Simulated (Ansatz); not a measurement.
**Whose spectrum is this?**

Method: Ansatz, LDA, independent particles, without spin-orbit coupling, line width 0.15 eV (Gaussian); metals get a typed carrier damping. The response is along the first axis of the cell.

(E (eV), Im ε): (0.50, 92.50), (1.00, 52.48), (1.50, 35.32), (2.00, 34.86), (2.50, 30.57), (3.00, 25.68), (3.50, 23.87), (4.00, 12.24), (4.50, 8.25), (5.00, 7.19), (5.50, 6.70), (6.00, 6.19), (6.50, 5.74), (7.00, 7.17), (7.50, 4.27), (8.00, 3.73), (8.50, 3.17), (9.00, 3.51), (9.50, 3.60), (10.00, 4.37), (10.50, 3.56), (11.00, 3.08), (11.50, 2.93), (12.00, 2.69), (12.50, 2.51), (13.00, 2.30), (13.50, 1.99), (14.00, 1.96), (14.50, 1.58), (15.00, 1.55), (15.50, 1.38), (16.00, 1.25)

Which of these systems gave the spectrum?
A. Al2Pt (Fm-3m)
B. AlCr4B (I422)
C. ZnCu (Pm-3m)

B. AlCr4B (I422): a metal, with a Drude term, main peak of the conductivity above 1 eV at 3.50 eV. The others: Al2Pt (Fm-3m), a metal, with a Drude term, main peak of the conductivity above 1 eV at 8.42 eV; ZnCu (Pm-3m), a metal, with a Drude term, main peak of the conductivity above 1 eV at 3.06 eV.

Cells made by substitution are models, which may or may not match a known phase.
